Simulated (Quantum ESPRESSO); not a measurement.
# Grüneisen parameters and expansion of ZnS (F-43m)

Which modes of ZnS drive its thermal expansion?

Experimental results on record:
- bulk modulus 71.4 GPa near room temperature (given in “High-Throughput Prediction of Finite-Temperature Properties using the Quasi-Harmonic Approximation”, 2016, arXiv:1603.06924)

Main program and level: Quantum ESPRESSO 7.5; DFT PBE, scalar-relativistic, plane waves, GBRV ultrasoft pseudopotentials.

The database entry behind the starting cell differs from later determinations by our own check (about 0.1 % short), so it need not match the best structure at ambient conditions.

## Step 1: The structure

It takes space group F-43m (No. 216, cubic). Conventional cell: a = 5.404 Å, b = 5.404 Å, c = 5.404 Å, α = 90.00°, β = 90.00°, γ = 90.00°. Nearest to Zn lie 4 S at 2.34 Å. S has 4 Zn at 2.34 Å nearest. Farther neighbours and most contacts between anions are not listed.

As a file:

```cif
data_structure
_symmetry_space_group_name_H-M 'P 1'
_symmetry_Int_Tables_number 1
_cell_length_a 3.8212
_cell_length_b 3.8212
_cell_length_c 3.8212
_cell_angle_alpha 60.000
_cell_angle_beta 60.000
_cell_angle_gamma 60.000
_cell_volume 39.45
loop_
_atom_site_label
_atom_site_type_symbol
_atom_site_fract_x
_atom_site_fract_y
_atom_site_fract_z
_atom_site_occupancy
Zn1 Zn 0.25000 0.25000 0.25000 1
S2 S 0.00000 0.00000 0.00000 1
```

## Step 2: A first coarse run

A cheap single point shows whether the cell is a metal or an insulator and how far it is from rest; that sets the k-mesh and the occupations of what follows.

probe.in

```
&CONTROL
  calculation = 'scf'
  prefix      = 'x'
  outdir      = './tmp'
  pseudo_dir  = './pseudo'
  tprnfor     = .true.
  tstress     = .true.
  verbosity   = 'high'
/
&SYSTEM
  ibrav       = 0
  nat         = 2
  ntyp        = 2
  ecutwfc     = 45.0
  ecutrho     = 270.0
  occupations = 'smearing'
  smearing    = 'gaussian'
  degauss     = 0.01
/
&ELECTRONS
  conv_thr         = 1.0d-07
  mixing_beta      = 0.7
  electron_maxstep = 100
/
ATOMIC_SPECIES
 Zn     65.3800  Zn.upf
 S      32.0600  S.upf
CELL_PARAMETERS angstrom
     0.000000000    2.702000000    2.702000000
     2.702000000    0.000000000    2.702000000
     2.702000000    2.702000000    0.000000000
ATOMIC_POSITIONS crystal
 Zn     0.250000000   0.250000000   0.250000000
 S      0.000000000   0.000000000   0.000000000
K_POINTS automatic
 6 6 6 0 0 0
```

Command:

```bash
OMP_NUM_THREADS=1 mpirun -n 8 pw.x -nk 8 -in probe.in > probe.out
```

Output:

```text
Program PWSCF v.7.5

     This program is part of the open-source Quantum ESPRESSO suite
     for quantum simulation of materials; please cite
         "P. Giannozzi et al., J. Phys.:Condens. Matter 21 395502 (2009);
         "P. Giannozzi et al., J. Phys.:Condens. Matter 29 465901 (2017);
         "P. Giannozzi et al., J. Chem. Phys. 152 154105 (2020);
     in publications or presentations arising from this work. More details at

     Message from routine setup:
     using ibrav=0 with symmetry is DISCOURAGED, use correct ibrav instead

     G-vector sticks info
     --------------------
     sticks:   dense  smooth     PW     G-vecs:    dense   smooth      PW
     Sum         955     649    199                19891    10969    1893

     Using Slab Decomposition

     bravais-lattice index     =            0
     lattice parameter (alat)  =       7.2210  a.u.
     unit-cell volume          =     266.2457 (a.u.)^3
     number of atoms/cell      =            2
     number of atomic types    =            2
     number of electrons       =        26.00
     number of Kohn-Sham states=           17
     kinetic-energy cutoff     =      45.0000  Ry
     charge density cutoff     =     270.0000  Ry
     scf convergence threshold =      1.0E-07
     mixing beta               =       0.7000
     number of iterations used =            8  plain     mixing
     Exchange-correlation=  SLA  PW   PBX  PBC
                           (   1   4   3   4   0   0   0)

     celldm(1)=   7.221031  celldm(2)=   0.000000  celldm(3)=   0.000000
     celldm(4)=   0.000000  celldm(5)=   0.000000  celldm(6)=   0.000000

     crystal axes: (cart. coord. in units of alat)
               a(1) = (   0.000000   0.707107   0.707107 )
               a(2) = (   0.707107   0.000000   0.707107 )
               a(3) = (   0.707107   0.707107   0.000000 )

     reciprocal axes: (cart. coord. in units 2 pi/alat)
               b(1) = ( -0.707107  0.707107  0.707107 )
               b(2) = (  0.707107 -0.707107  0.707107 )
               b(3) = (  0.707107  0.707107 -0.707107 )

     PseudoPot. # 1 for Zn read from file:
     ./pseudo/Zn.upf
     Pseudo is Ultrasoft, Zval = 20.0
     Using radial grid of  943 points,  6 beta functions with:
                l(1) =   0
                l(2) =   0
                l(3) =   1
                l(4) =   1
                l(5) =   2
                l(6) =   2
     Q(r) pseudized with  8 coefficients,  rinner =    1.100   1.100   1.100
                                                       1.100   1.100

     PseudoPot. # 2 for S  read from file:
     ./pseudo/S.upf
     Pseudo is Ultrasoft + core correction, Zval =  6.0
     Using radial grid of  907 points,  6 beta functions with:
                l(1) =   0
                l(2) =   0
                l(3) =   1
                l(4) =   1
                l(5) =   2
                l(6) =   2
     Q(r) pseudized with  8 coefficients,  rinner =    1.300   1.300   1.300
                                                       1.300   1.300

     atomic species   valence    mass     pseudopotential
     Zn               20.00    65.38000     Zn( 1.00)
     S                 6.00    32.06000     S ( 1.00)

     24 Sym. Ops. (no inversion) found

                                    s                        frac. trans.

      isym =  1     identity

 cryst.   s( 1) = (     1          0          0      )
                  (     0          1          0      )
                  (     0          0          1      )

 cart.    s( 1) = (  1.0000000 -0.0000000  0.0000000 )
                  ( -0.0000000  1.0000000  0.0000000 )
                  ( -0.0000000  0.0000000  1.0000000 )

      isym =  2     180 deg rotation - cart. axis [0,0,1]

 cryst.   s( 2) = (     0          1         -1      )
                  (     1          0         -1      )
                  (     0          0         -1      )

 cart.    s( 2) = ( -1.0000000  0.0000000  0.0000000 )
                  (  0.0000000 -1.0000000  0.0000000 )
                  (  0.0000000 -0.0000000  1.0000000 )

      isym =  3     180 deg rotation - cart. axis [0,1,0]

 cryst.   s( 3) = (     0         -1          1      )
                  (     0         -1          0      )
                  (     1         -1          0      )

 cart.    s( 3) = ( -1.0000000 -0.0000000 -0.0000000 )
                  (  0.0000000  1.0000000 -0.0000000 )
                  (  0.0000000  0.0000000 -1.0000000 )

      isym =  4     180 deg rotation - cart. axis [1,0,0]

 cryst.   s( 4) = (    -1          0          0      )
                  (    -1          0          1      )
                  (    -1          1          0      )

 cart.    s( 4) = (  1.0000000  0.0000000 -0.0000000 )
                  ( -0.0000000 -1.0000000 -0.0000000 )
                  ( -0.0000000 -0.0000000 -1.0000000 )

      isym =  5     120 deg rotation - cart. axis [-1,-1,-1]

 cryst.   s( 5) = (     0          0          1      )
[...]
cart.    s( 5) = (  0.0000000  1.0000000 -0.0000000 )
[...]
isym =  6     120 deg rotation - cart. axis [-1,1,1]

 cryst.   s( 6) = (     1         -1          0      )
[...]
cart.    s( 6) = ( -0.0000000 -1.0000000 -0.0000000 )
[...]
isym =  7     120 deg rotation - cart. axis [1,1,-1]

 cryst.   s( 7) = (    -1          1          0      )
[...]
cart.    s( 7) = ( -0.0000000  1.0000000  0.0000000 )
[...]
isym =  8     120 deg rotation - cart. axis [1,-1,1]

 cryst.   s( 8) = (     0          0         -1      )
[...]
cart.    s( 8) = (  0.0000000 -1.0000000  0.0000000 )
[...]
isym =  9     120 deg rotation - cart. axis [1,1,1]

 cryst.   s( 9) = (     0          1          0      )
[...]
cart.    s( 9) = ( -0.0000000  0.0000000  1.0000000 )
[...]
isym = 10     120 deg rotation - cart. axis [-1,1,-1]

 cryst.   s(10) = (    -1          0          1      )
[...]
cart.    s(10) = (  0.0000000 -0.0000000  1.0000000 )
[...]
isym = 11     120 deg rotation - cart. axis [1,-1,-1]

 cryst.   s(11) = (     1          0         -1      )
[...]
cart.    s(11) = (  0.0000000  0.0000000 -1.0000000 )
[...]
isym = 12     120 deg rotation - cart. axis [-1,-1,1]

 cryst.   s(12) = (     0         -1          0      )
[...]
cart.    s(12) = ( -0.0000000 -0.0000000 -1.0000000 )
[...]
1.0000   1.0000   1.0000   1.0000   1.0000   0.0000   0.0000   0.0000
     0.0000

          k = 0.2357 0.2357-0.2357 (  1362 PWs)   bands (ev):

  -118.1306 -72.2997 -72.2996 -72.2996  -5.7309   0.5092   0.5092   0.5785
     0.9268   0.9268   2.8608   6.0761   6.0761  10.1802  13.7672  13.7672
    14.5683

     occupation numbers
     1.0000   1.0000   1.0000   1.0000   1.0000   1.0000   1.0000   1.0000
     1.0000   1.0000   1.0000   1.0000   1.0000   0.0000   0.0000   0.0000
     0.0000

          k =-0.3536-0.3536 0.3536 (  1380 PWs)   bands (ev):

  -118.1307 -72.2998 -72.2997 -72.2997  -5.4642   0.5302   0.5302   0.9452
     0.9452   1.1167   1.4567   5.8832   5.8832  10.0532  13.6511  13.6511
    15.6165

     occupation numbers
     1.0000   1.0000   1.0000   1.0000   1.0000   1.0000   1.0000   1.0000
     1.0000   1.0000   1.0000   1.0000   1.0000   0.0000   0.0000   0.0000
     0.0000

          k = 0.2357 0.0000-0.0000 (  1371 PWs)   bands (ev):

[...]
14.1786

     occupation numbers
[...]
0.0000

          k = 0.3536 0.1179-0.1179 (  1353 PWs)   bands (ev):

[...]
14.8141

     occupation numbers
[...]
0.0000

          k =-0.2357-0.4714 0.4714 (  1356 PWs)   bands (ev):

[...]
15.1452

     occupation numbers
[...]
0.0000

          k =-0.1179-0.3536 0.3536 (  1355 PWs)   bands (ev):

[...]
14.7630

     occupation numbers
[...]
0.0000

          k = 0.0000-0.2357 0.2357 (  1354 PWs)   bands (ev):

[...]
occupation numbers
[...]
k = 0.4714 0.0000-0.0000 (  1347 PWs)   bands (ev):

[...]
occupation numbers
[...]
k =-0.1179-0.5893 0.5893 (  1358 PWs)   bands (ev):

[...]
occupation numbers
[...]
k =-0.0000-0.4714 0.4714 (  1360 PWs)   bands (ev):

[...]
occupation numbers
[...]
k =-0.7071 0.0000 0.0000 (  1362 PWs)   bands (ev):

[...]
18.6896

     occupation numbers
[...]
0.0000

          k =-0.2357-0.4714 0.7071 (  1348 PWs)   bands (ev):

[...]
16.3521

     occupation numbers
[...]
0.0000

          k =-0.1179-0.3536 0.5893 (  1358 PWs)   bands (ev):

  -118.1306 -72.2997 -72.2997 -72.2996  -5.2298   0.5485   0.6362   0.8620
     0.9046   1.2267   2.0646   3.9440   4.8720  12.0829  12.6708  14.3537
    16.1920

     occupation numbers
     1.0000   1.0000   1.0000   1.0000   1.0000   1.0000   1.0000   1.0000
     1.0000   1.0000   1.0000   1.0000   1.0000   0.0000   0.0000   0.0000
     0.0000

          k =-0.7071 0.2357 0.0000 (  1368 PWs)   bands (ev):

  -118.1306 -72.2998 -72.2997 -72.2997  -5.1466   0.5068   0.7098   0.7975
     0.9378   1.2683   2.1694   4.1253   4.1536  11.5919  12.0865  15.7334
    15.7559

     occupation numbers
     1.0000   1.0000   1.0000   1.0000   1.0000   1.0000   1.0000   1.0000
     1.0000   1.0000   1.0000   1.0000   1.0000   0.0000   0.0000   0.0000
     0.0000

     the Fermi energy is     8.0584 ev

!    total energy              =    -485.77048375 Ry
     estimated scf accuracy    <       0.00000006 Ry
     smearing contrib. (-TS)   =      -0.00000000 Ry
     internal energy E=F+TS    =    -485.77048375 Ry

     The total energy is F=E-TS. E is the sum of the following terms:
     one-electron contribution =    -454.74984782 Ry
     hartree contribution      =     234.27739904 Ry
     xc contribution           =     -50.70272217 Ry
     ewald contribution        =    -214.59531280 Ry

     convergence has been achieved in   7 iterations

     Forces acting on atoms (cartesian axes, Ry/au):

     atom    1 type  1   force =    -0.00000000   -0.00000000   -0.00000000
     atom    2 type  2   force =     0.00000000    0.00000000    0.00000000
     The non-local contrib.  to forces
     atom    1 type  1   force =     0.00000000    0.00000000   -0.00000000
     atom    2 type  2   force =     0.00000000    0.00000000    0.00000000
     The ionic contribution  to forces
     atom    1 type  1   force =     0.00000000   -0.00000000    0.00000000
     atom    2 type  2   force =     0.00000000    0.00000000    0.00000000
     The local contribution  to forces
     atom    1 type  1   force =    -0.00000000   -0.00000000   -0.00000000
     atom    2 type  2   force =     0.00000000    0.00000000   -0.00000000
     The core correction contribution to forces
     atom    1 type  1   force =     0.00000000    0.00000000    0.00000000
     atom    2 type  2   force =    -0.00000000   -0.00000000   -0.00000000
     The Hubbard contrib.    to forces
     atom    1 type  1   force =     0.00000000    0.00000000    0.00000000
     atom    2 type  2   force =     0.00000000    0.00000000    0.00000000
     The SCF correction term to forces
     atom    1 type  1   force =    -0.00000000   -0.00000000    0.00000000
     atom    2 type  2   force =    -0.00000000   -0.00000000   -0.00000000

     Total force =     0.000000     Total SCF correction =     0.000000

     Computing stress (Cartesian axis) and pressure

          total   stress  (Ry/bohr**3)                   (kbar)     P=       19.11
   0.00012990  -0.00000000   0.00000000           19.11       -0.00        0.00
  -0.00000000   0.00012990   0.00000000           -0.00       19.11        0.00
   0.00000000   0.00000000   0.00012990            0.00        0.00       19.11

     kinetic stress (kbar)  17671.42      0.00     -0.00
                                0.00  17671.42     -0.00
                               -0.00     -0.00  17671.42

     local   stress (kbar) -13548.79      0.00      0.00
                                0.00 -13548.79      0.00
                                0.00      0.00 -13548.79

     nonloc. stress (kbar)    708.05      0.00      0.00
                                0.00    708.05      0.00
                                0.00      0.00    708.05

     hartree stress (kbar)  43147.35      0.00      0.00
                                0.00  43147.35      0.00
                                0.00      0.00  43147.35

     exc-cor stress (kbar)  -6283.80      0.00     -0.00
                                0.00  -6283.80     -0.00
                               -0.00     -0.00  -6283.80

     corecor stress (kbar)  -2152.68     -0.00      0.00
                               -0.00  -2152.68     -0.00
                                0.00     -0.00  -2152.68

     ewald   stress (kbar) -39522.46     -0.00      0.00
                               -0.00 -39522.46      0.00
                                0.00      0.00 -39522.46

     hubbard stress (kbar)      0.00      0.00      0.00
                                0.00      0.00      0.00
                                0.00      0.00      0.00

     DFT-D   stress (kbar)      0.00      0.00      0.00
[...]
XDM     stress (kbar)      0.00      0.00      0.00
[...]
dft-nl  stress (kbar)      0.00      0.00      0.00
                                0.00      0.00      0.00
                                0.00      0.00      0.00

     TS-vdW  stress (kbar)      0.00      0.00      0.00
                                0.00      0.00      0.00
                                0.00      0.00      0.00

     MDB     stress (kbar)      0.00      0.00      0.00
                                0.00      0.00      0.00
                                0.00      0.00      0.00

     3D-RISM stress (kbar)      0.00      0.00      0.00
                                0.00      0.00      0.00
                                0.00      0.00      0.00

     Writing all to output data dir ./tmp/x.save/ :
     XML data file, charge density, pseudopotentials, collected wavefunctions

   JOB DONE.
```

Wall time 2.1 s (8 MPI ranks of Arm Neoverse V1, shared host).

This step gave:

- volume per atom: 19.73 Å³
- pressure: 1.911 GPa
- gap on the k-mesh: 2.104 eV

The start is under 1.9 GPa at this level and looks like an insulator or semiconductor on this mesh.

[end of part 1 of 9]

[Logs are printed without paths, hosts, clocks, repeated set-up lines and the standing remarks that a program may print on its own settings, such as how far it seeks lower states.]

[Hosts, paths, dates, database ids (printed as entryN), source tags and the programs' standing remarks are cut or masked in the printed files.]

[A step with changed settings may run another functional than the one named; its input shows which.]

[Of the runs on displaced cells, only some may be shown.]
